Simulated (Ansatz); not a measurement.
# How well the gap of MoSSe/WS2 (van der Waals superlattice) (P3m1) can be computed, part 2 of 2

Aim: a best estimate of the quasiparticle gap of MoSSe/WS2 (van der Waals superlattice) (P3m1), with each correction and its cost laid out.

Ansatz 0.2.0; density functionals, hybrids, G0W0, plane waves, PAW. Known limits of the many-body steps: not at the basis limit; no spin-orbit coupling; coarse k mesh.

So far. Step 3 (PBEsol bands): The gap is indirect, with the least direct gap 1.34 eV higher. The pressure of 4 GPa says that this functional would expand the cell; it is kept. Step 4 (PBEsol+SOC): The gap stands −0.06 eV against PBEsol.

The structure was built from a prototype and need not be the compound's stable phase.

In doubt: masses and optical values from hybrid runs of this build are listed as unsure (step 8), which bears on the screening that GW takes from such a start.

## (5) HSE06

The screened hybrid is the usual rung above semilocal functionals: a quarter of exact exchange, cut off beyond a few ångström.

This step: DFT, HSE06, plane waves, PAW; PAW set soft_1.

Contents of input.yaml:

```yaml
crystal:
  lattice:
    - [3.1465192881, 0.0, 0.0]
    - [-1.573259644, 2.724965637, 0.0]
    - [0.0, 0.0, 11.7951878716]
  atoms:
    - { symbol: Mo, position: [0.3333333333, 0.6666666667, 0.260223358] }
    - { symbol: S, position: [0.6666666667, 0.3333333333, 0.3902662223] }
    - { symbol: Se, position: [0.6666666667, 0.3333333333, 0.1150677766] }
    - { symbol: W, position: [0.0, 0.0, 0.7488498471] }
    - { symbol: S, position: [0.3333333333, 0.6666666667, 0.880967243] }
    - { symbol: S, position: [0.3333333333, 0.6666666667, 0.6165968216] }
kpoints:
  mp_grid: { grid: [6, 6, 2] }
  band_path:
    path:
      - [0.0, 0.0, 0.0]
      - [0.5, 0.0, 0.0]
      - [0.33333333, 0.33333333, 0.0]
      - [0.0, 0.0, 0.5]
      - [0.5, 0.0, 0.5]
      - [0.33333333, 0.33333333, 0.5]
      - [0.199999998, 0.199999998, 0.0]
    npoints: 1
hamiltonian:
  xc: hse06
  pseudopotentials: { kind: paw, azcp: { folder: soft_1 } }
scf:
  occupations: { method: fixed }
  n_extra_bands: 6
output:
  eigenvalues: true
```

On the command line:

```sh
$ ansatz run input.yaml --threads 2 --pin off --max-ram 92160MiB --backend cuda --events-out ev --progress --plain --runs-dir out --devices 1 --max-vram 13GiB
```

Numbers of over 12 decimals in the logs are rounded to 6 here.

The log of the run:

```text
[...]
GPUs: using 1 of 1 available (devices: 1).
[...]
davidson cushion auto → on  (no smearing: the cushion is to keep the highest requested band from converging to the state above it; pin scf.eigensolver.cushion to override)
[...]
GPU FFT provider: cuFFT
GPU libraries: cuBLAS 13.8.2, cuFFT 12.4.0, cuSOLVER 12.3.4
Crystal: 6 atoms, lattice volume = 101.134 Å³
Basis set: ecut = 420 eV, 1971 PW (Γ)
[...]
Fermi energy:    13.109153 eV
[...]
--- Band table (eV; the first three rows and the last of 14) ---
  k-point 0: bands = [... 27 lower, 10.9597, 11.2130, 11.8516, 13.1092, 15.7145, 15.7145, 15.8388, 15.8388, ... 2 higher]
  k-point 1: bands = [... 27 lower, 10.9580, 10.9580, 12.5184, 12.9788, 15.7056, 15.7056, 15.8513, 15.8513, ... 2 higher]
  k-point 2: bands = [... 27 lower, 10.5108, 11.2226, 11.6195, 12.0220, 14.9247, 15.3591, 15.6386, 15.8287, ... 2 higher]
  k-point 13: bands = [... 27 lower, 9.2656, 9.4083, 12.1610, 12.2010, 14.5534, 14.5869, 15.4017, 15.6544, ... 2 higher]
[key lines of the parts left out:]
Free energy (F): -23527.695494 eV
```

It took 37 s on 1 × NVIDIA H100 80GB HBM3 (shared by 6 runs) with 2 threads of AMD EPYC 7R13 (Zen 3), shared host; peak memory 1.4 GiB.

This step gave:

- gap: 1.024 eV
- valence top at: Γ
- conduction bottom at: k = (0.200, 0.200, 0.000)
- least direct gap: 2.352 eV

The gap stands +0.52 eV against PBEsol.

## (6) G0W0, 9×9×2 mesh, 106 empty bands, screening to 60 eV, PAW set soft_1 files

G0W0 replaces the xc potential by the self-energy, built once from these orbitals. Only a window of levels is corrected, while the sums run over the empty bands that the input names. This step takes PAW set soft_1 files.

This step: G0W0 on PBEsol, plane waves, PAW; PAW set soft_1.

Contents of input.yaml:

```yaml
crystal:
  lattice:
    - [3.1465192881, 0.0, 0.0]
    - [-1.573259644, 2.724965637, 0.0]
    - [0.0, 0.0, 11.7951878716]
  atoms:
    - { symbol: Mo, position: [0.3333333333, 0.6666666667, 0.260223358] }
    - { symbol: S, position: [0.6666666667, 0.3333333333, 0.3902662223] }
    - { symbol: Se, position: [0.6666666667, 0.3333333333, 0.1150677766] }
    - { symbol: W, position: [0.0, 0.0, 0.7488498471] }
    - { symbol: S, position: [0.3333333333, 0.6666666667, 0.880967243] }
    - { symbol: S, position: [0.3333333333, 0.6666666667, 0.6165968216] }
kpoints:
  mp_grid: { grid: [9, 9, 2] }
hamiltonian:
  xc: pbesol
  pseudopotentials: { kind: paw, azcp: { folder: soft_1 }, xc_functional: pbe }
scf:
  occupations: { method: fixed }
gw:
  n_empty_bands: 106
  ecut_chi: 60
  qp_bands: [v2, c2]
  qp_kpoints: band_edges
  screening: { model: contour_deformation }
```

The log of the run:

```text
GPUs: using 1 of 1 available (devices: 1).
[...]
GPU FFT provider: cuFFT
GPU libraries: cuBLAS 13.8.2, cuFFT 12.4.0, cuSOLVER 12.3.4
Crystal: 6 atoms, lattice volume = 101.134 Å³
Basis set: ecut = 420 eV, 1971 PW (Γ)
Bands: 38, of which v1, the nominal top of the filled ones, is band 31 counted from 1 (30 counted from 0)
Symmetry: 6 space group operations
[...]
k-points: 24 of 162 (time reversal used)
[...]
1    33     15.2476   -13.6794    -3.7786   -18.2572  0.7656    16.0579    16.0468  root
[...]
23    30     12.4016   -19.0223     0.8857   -18.6576  0.7546    12.9204    12.9227  root
    23    31     12.4462   -19.0606     0.8783   -18.5746  0.7697    12.8374    12.8385  root
    23    32     14.2932   -15.7949    -3.3448   -19.9704  0.7710    15.1328    15.1238  root
    23    33     14.3121   -16.0610    -3.6286   -20.6376  0.7497    15.2754    15.2600  root
[key lines of the parts left out:]
SCF converged after 10 iterations
Free energy (F): -23239.091375 eV
Fermi energy:    13.310992 eV
```

It took 31 s on 1 × NVIDIA H100 80GB HBM3 (shared by 6 runs) with 2 threads; peak memory 1.3 GiB.

This step gave:

```yaml
bands_summed: 137
rpa_eps_infinity_on_this_mesh_eigenvalues: 9.115, 16.24, 16.24
plane_waves_in_the_screening_matrix: 93
g0w0_gap_on_the_mesh: 0.9120 eV
k_of_the_valence_top: 0, 0, 0
k_of_the_conduction_bottom: 0.1111, 0.2222, 0
starting_gap_on_the_mesh: 0.6087 eV
least_direct_g0w0_gap_on_the_computed_points: 2.201 eV
```

The gap on the mesh goes from 0.61 eV to 0.91 eV, a correction of +0.30 eV. Between the two edge states, bare exchange in place of the xc potential would open the gap by 4.52 eV, and correlation takes back 4.22 eV. The start differs from the 0.51 eV found before because this mesh misses an edge.

## (7) G0W0, 9×9×2 mesh, 421 empty bands, screening to 150 eV, PAW set soft_1 files

Bands and screening cutoff are moved together, since each hides the error of the other.

Edit input.yaml of step 6 so:

```diff
@@ -20,4 +20,4 @@
 gw:
-  n_empty_bands: 106
-  ecut_chi: 60
+  n_empty_bands: 421
+  ecut_chi: 150.0
   qp_bands: [v2, c2]
```

The log of the run:

```text
GPUs: using 1 of 1 available (devices: 1).
[...]
GPU FFT provider: cuFFT
GPU libraries: cuBLAS 13.8.2, cuFFT 12.4.0, cuSOLVER 12.3.4
Crystal: 6 atoms, lattice volume = 101.134 Å³
Basis set: ecut = 420 eV, 1971 PW (Γ)
Bands: 38, of which v1, the nominal top of the filled ones, is band 31 counted from 1 (30 counted from 0)
Symmetry: 6 space group operations
[...]
k-points: 24 of 162 (time reversal used)
[...]
GPU buffer pool allocated for 46080 grid points (all kernels)
[...]
SCF iter   1: F=—  HF=-23240.847310 eV  |F-HF|=—  |Δ(HF+E_count)|=         —  Δρ=4.83e-2  dr2=9.32e0  ethr=3.10e-3  ⟨swp⟩=5.0  Hψ=3533  notcnv=0  defer=109
[...]
SCF iter  10: F=-23239.091375 eV  HF=-23239.091375 eV  |F-HF|=2.57e-8  |Δ(HF+E_count)|=   6.50e-7  Δρ=8.15e-6  dr2=7.14e-8  ethr=1.61e-10  ⟨swp⟩=9.5  Hψ=4523  notcnv=0
SCF 1 converged in 10 iterations: F = -23239.091375 eV  dr2 = 7.14e-8
[...]
G₀W₀ screening: q 1/24
[... further progress lines ...]
[...]
SCF converged after 10 iterations
Free energy (F): -23239.091375 eV
[...]
Internal energy: -23239.091375 eV  (E = F + TS)
E sigma→0 (E₀):  -23239.091375 eV
Fermi energy:    13.310992 eV
[...]
--- Band table (eV; the first three rows and the last of 24) ---
  k-point 0: bands = [... 27 lower, 11.3470, 11.5649, 12.2773, 13.3110, 15.2518, 15.2518, 15.4171, 15.4171, ... 3 higher]
  k-point 1: bands = [... 27 lower, 11.3457, 11.3457, 12.7880, 13.2226, 15.2476, 15.2476, 15.4102, 15.4102, ... 3 higher]
  k-point 2: bands = [... 27 lower, 11.1081, 11.6226, 12.2838, 12.8199, 15.0547, 15.1930, 15.2325, 15.2965, ... 3 higher]
  k-point 23: bands = [... 27 lower, 9.9695, 10.0452, 12.4016, 12.4462, 14.2932, 14.3121, 14.9096, 15.1415, ... 3 higher]
[...]
bands read: the sum over 452 bands ends inside a degenerate multiplet in 2 slots, whose members it reads at an even weight; the widest, k=0: bands 452 to 453 (counted from 1) at 1/2 each
[...]
0    30     12.2773   -18.6063     1.4528   -16.7527  0.7636    11.8745    11.8766  root
     0    31     13.3110   -19.5345     0.2478   -19.1800  0.7548    13.2043    13.2043  root
     0    32     15.2518   -13.7074    -4.3105   -18.3185  0.7586    15.5537    15.5523  root
     0    33     15.2518   -13.7074    -4.3105   -18.3185  0.7586    15.5537    15.5523  root
     1    30     12.7880   -19.3951     0.6078   -18.6632  0.7550    12.6638    12.6640  root
     1    31     13.2226   -19.2411     0.4891   -18.5643  0.7586    13.0346    13.0348  root
     1    32     15.2476   -13.6794    -4.2913   -18.2572  0.7584    15.5354    15.5342  root
     1    33     15.2476   -13.6794    -4.2913   -18.2572  0.7584    15.5354    15.5342  root
     2    30     12.2838   -18.6900     1.4293   -16.8692  0.7638    11.8903    11.8922  root
     2    31     12.8199   -19.2956     0.5441   -18.6220  0.7545    12.6902    12.6904  root
     2    32     15.0547   -13.7841    -4.1811   -18.1908  0.7512    15.2812    15.2803  root
     2    33     15.1930   -13.9676    -4.1130   -18.2945  0.7484    15.4077    15.4069  root
     3    30     12.5114   -19.3689     0.7622   -18.4732  0.7539    12.3776    12.3779  root
     3    31     12.8172   -19.1360     0.6952   -18.2446  0.7576    12.6206    12.6209  root
     3    32     15.1101   -13.9106    -4.2625   -18.4586  0.7551    15.3970    15.3957  root
     3    33     15.2088   -13.8616    -4.3915   -18.5532  0.7553    15.5104    15.5089  root
     4    30     11.6623   -18.8929     1.3461   -17.2697  0.7558    11.3841    11.3852  root
     4    31     11.8679   -18.9919     1.2633   -17.5286  0.7477    11.6674    11.6680  root
     4    32     14.2094   -13.7136    -4.0096   -18.0030  0.7595    14.4901    14.4891  root
     4    33     14.8039   -14.3076    -4.0881   -18.6588  0.7509    15.0680    15.0670  root
     6    30     11.3841   -18.7840     1.3640   -17.2832  0.7419    11.2469    11.2472  root
     6    31     11.5122   -19.3817     1.5023   -17.6496  0.7510    11.2816    11.2824  root
     6    32     14.3516   -14.2063    -4.2617   -18.8167  0.7521    14.7021    14.7003  root
     6    33     14.6878   -15.3833    -4.3347   -20.1035  0.7411    15.0757    15.0732  root
[...]
22    30     12.3751   -18.9298     0.3992   -18.5699  0.7473    12.4143    12.4143  root
    22    31     12.3872   -18.8746     0.3642   -18.3941  0.7630    12.2708    12.2710  root
    22    32     14.2937   -15.8227    -3.8745   -19.9995  0.7620    14.5970    14.5960  root
    22    33     14.3055   -16.0802    -4.1477   -20.6627  0.7395    14.7431    14.7402  root
    23    30     12.4016   -19.0223     0.4024   -18.6576  0.7473    12.4394    12.4394  root
    23    31     12.4462   -19.0606     0.3682   -18.5746  0.7627    12.3283    12.3284  root
    23    32     14.2932   -15.7949    -3.8735   -19.9704  0.7623    14.5961    14.5951  root
    23    33     14.3121   -16.0610    -4.1446   -20.6376  0.7397    14.7469    14.7440  root
```

The job ended after 2.2 min (1 × NVIDIA H100 80GB HBM3 (shared by 6 runs) with 2 threads; peak memory 2.4 GiB).

This step gave:

```yaml
bands_summed: 452
rpa_eps_infinity_on_this_mesh_eigenvalues: 9.028, 15.67, 15.67
plane_waves_in_the_screening_matrix: 413
q_points_in_the_mesh: 162
g0w0_gap_on_the_mesh: 1.009 eV
k_of_the_valence_top: 0, 0, 0
k_of_the_conduction_bottom: 0.1111, 0.2222, 0
starting_gap_on_the_mesh: 0.6087 eV
z_at_the_valence_top: 0.7548
z_at_the_conduction_bottom: 0.7609
least_direct_g0w0_gap_on_the_computed_points: 2.156 eV
```

Against the run with 9×9×2 mesh, 106 empty bands, screening to 60 eV, PAW set soft_1 files, the gap moves by +0.10 eV.

Limits: finite bands, cutoff and mesh; no spin-orbit coupling; coarse k mesh. v1 is the top filled band, c1 the lowest empty one. The levels before and after the correction (eV, zero at the valence-band top of each column):

```tsv
	conduction bottom	valence top
Kohn-Sham	0.61	0.00
G0W0	1.01	0.00
```

```tsv
	level	occupation	energy (eV)
Kohn-Sham	Γ v2	2	-1.034
Kohn-Sham	Γ v1	2	0.000
Kohn-Sham	Γ c1-c2	0	1.941
Kohn-Sham	(0.111 0.222 0) v2	2	-1.888
Kohn-Sham	(0.111 0.222 0) v1	2	-1.592
Kohn-Sham	(0.111 0.222 0) c1	0	0.609
Kohn-Sham	(0.111 0.222 0) c2	0	1.400
G0W0	Γ v2	2	-1.328
G0W0	Γ v1	2	0.000
G0W0	Γ c1-c2	0	2.348
G0W0	(0.111 0.222 0) v2	2	-1.954
G0W0	(0.111 0.222 0) v1	2	-1.608
G0W0	(0.111 0.222 0) c1	0	1.009
G0W0	(0.111 0.222 0) c2	0	1.829
```

How the two edges are built up, in eV (the quasiparticle level is the starting level plus Σx plus Σc less Vxc):

```tsv
run	edge	start	Σx	Σc	Vxc	Z	QP
137 bands	valence top	13.31	-19.53	0.81	-19.18	0.76	13.77
137 bands	conduction bottom	13.92	-13.80	-3.40	-17.96	0.77	14.68
452 bands	valence top	13.31	-19.53	0.25	-19.18	0.75	13.20
452 bands	conduction bottom	13.92	-13.80	-3.87	-17.96	0.76	14.21
```

## (8) G0W0@HSE06, 9×9×2 mesh, 196 empty bands, screening to 90 eV, PAW set soft_1 files

The same correction from a different start measures what one shot leaves open. Bands and cutoff are not those of the step before, so part of the change comes from them.

This step: G0W0 on HSE06, plane waves, PAW; PAW set soft_1.

Edit input.yaml of step 7 so:

```diff
@@ -15,4 +15,4 @@
 hamiltonian:
-  xc: pbesol
-  pseudopotentials: { kind: paw, azcp: { folder: soft_1 }, xc_functional: pbe }
+  xc: hse06
+  pseudopotentials: { kind: paw, azcp: { folder: soft_1 } }
 scf:
@@ -20,4 +20,4 @@
 gw:
-  n_empty_bands: 421
-  ecut_chi: 150.0
+  n_empty_bands: 196
+  ecut_chi: 90
   qp_bands: [v2, c2]
```

The log of the run:

```text
GPUs: using 1 of 1 available (devices: 1).
[...]
GPU FFT provider: cuFFT
GPU libraries: cuBLAS 13.8.2, cuFFT 12.4.0, cuSOLVER 12.3.4
Crystal: 6 atoms, lattice volume = 101.134 Å³
Basis set: ecut = 420 eV, 1971 PW (Γ)
Bands: 38, of which v1, the nominal top of the filled ones, is band 31 counted from 1 (30 counted from 0)
Symmetry: 6 space group operations
[...]
k-points: 24 of 162 (time reversal used)
[...]
1    32     15.7064   -13.5413    -3.9485   -17.7513  0.7843    15.9687    15.9679  root
     1    33     15.7064   -13.5413    -3.9485   -17.7513  0.7843    15.9687    15.9679  root
[...]
23    30     12.1622   -18.9304     0.6179   -18.6660  0.7750    12.5149    12.5157  root
    23    31     12.2050   -18.9586     0.6179   -18.5764  0.7890    12.4404    12.4407  root
    23    32     14.5475   -15.7055    -3.4772   -19.4935  0.7885    14.8592    14.8583  root
    23    33     14.5837   -15.9419    -3.7208   -20.0649  0.7693    14.9876    14.9858  root
[key lines of the parts left out:]
Free energy (F): -23527.695798 eV
Fermi energy:    13.108894 eV
```

Wall time 93 s (1 × NVIDIA H100 80GB HBM3 (shared by 6 runs) with 2 threads); peak memory 2.3 GiB.

This step gave:

```
bands summed                                 : 227
RPA ε∞ on this mesh (eigenvalues)            : 6.975, 12.50, 12.50
plane waves in the screening matrix          : 217
G0W0 gap on the mesh                         : 1.129 eV
k of the valence top                         : 0, 0, 0
k of the conduction bottom                   : 0.1111, 0.2222, 0
starting gap on the mesh                     : 1.137 eV
least direct G0W0 gap on the computed points : 2.343 eV
```

Against the run with 9×9×2 mesh, 421 empty bands, screening to 150 eV, PAW set soft_1 files on PBEsol, the gap moves by +0.12 eV, while the start moved by +0.53 eV.

## (9) The ladder

Times are wall times on 1 × NVIDIA H100 80GB HBM3 (shared by 6 runs) with 2 threads of AMD EPYC 7R13 (Zen 3), shared host, good to a factor of about two. G0W0 rows are gaps on the mesh, lowered by the amount that the mesh misses the start's edges, a rough step that assumes the same correction there.

```tsv
level	gap (eV)	least direct gap (eV)	time
PBEsol	0.51	1.85	7.5 s
PBEsol+SOC	0.45	1.58	16 s
HSE06	1.02	2.35	37 s
G0W0@PBEsol (106 empty bands)	0.81	-	31 s
G0W0@PBEsol (421 empty bands)	0.91	-	2.2 min
G0W0@HSE06 (196 empty bands)	1.02	-	93 s
```

## (10) Adding up the best estimate

```tsv
term	eV	running total (eV)
G0W0 on the mesh, top rung	1.009	1.009
to the limit, by a line in one over the bands through the two top rungs	+0.042	1.052
band edges off the mesh	−0.100	0.951
spin-orbit change, from PBEsol	−0.060	0.891
```

## (11) Summary of results

| Property | Result |
| --- | --- |
| PBEsol gap | 0.51 eV, indirect |
| HSE06 | 1.02 eV |
| G0W0, top rung on the mesh | 1.01 eV |
| best estimate, G0W0@PBEsol with spin-orbit change | 0.89 eV |
| GW settings of the top rung | 9×9×2 mesh, 421 empty bands, screening to 150 eV, PAW set soft_1 files |
| known limits | one-shot GW, static lattice; one k mesh, untested; coarse k mesh |

The best estimate for G0W0@PBEsol is 0.89 eV, indirect by PBEsol+SOC, against 0.45 eV at the start (both with spin-orbit coupling). The limit rests on the two highest rungs, unchecked by another pair. The term for edges off the mesh assumes that the correction there equals that on the mesh, which is rough. Among the functionals HSE06 comes nearest: +0.07 eV from the estimate without its spin-orbit term (0.95 eV). All runs took 5.5 min, 78 % of it in G0W0. The 9×9×2 mesh is coarse for this cell (its supercell is 24 Å along the shortest edge). The RPA ε∞ on it, from the PBEsol start, is 9.03 and 15.67; such meshes misread the long-range screening, most where the gap is narrow.

[Paths, hosts, dates, memory and timing lines, banners, echoed tables and standing remarks are left out of the program output.]

[Logs are printed without paths, hosts, clocks, repeated set-up lines and the standing remarks that a program may print on its own settings, such as how far it seeks lower states.]

[Runs of the session that timed out or met a known fault of the program may be left out.]

[Cells called generated may have been cut or substituted from an entry of the Crystallography Open Database or the Materials Project.]

[Hosts, paths, dates, database ids (printed as entryN), source tags and the programs' standing remarks are cut or masked in the printed files.]
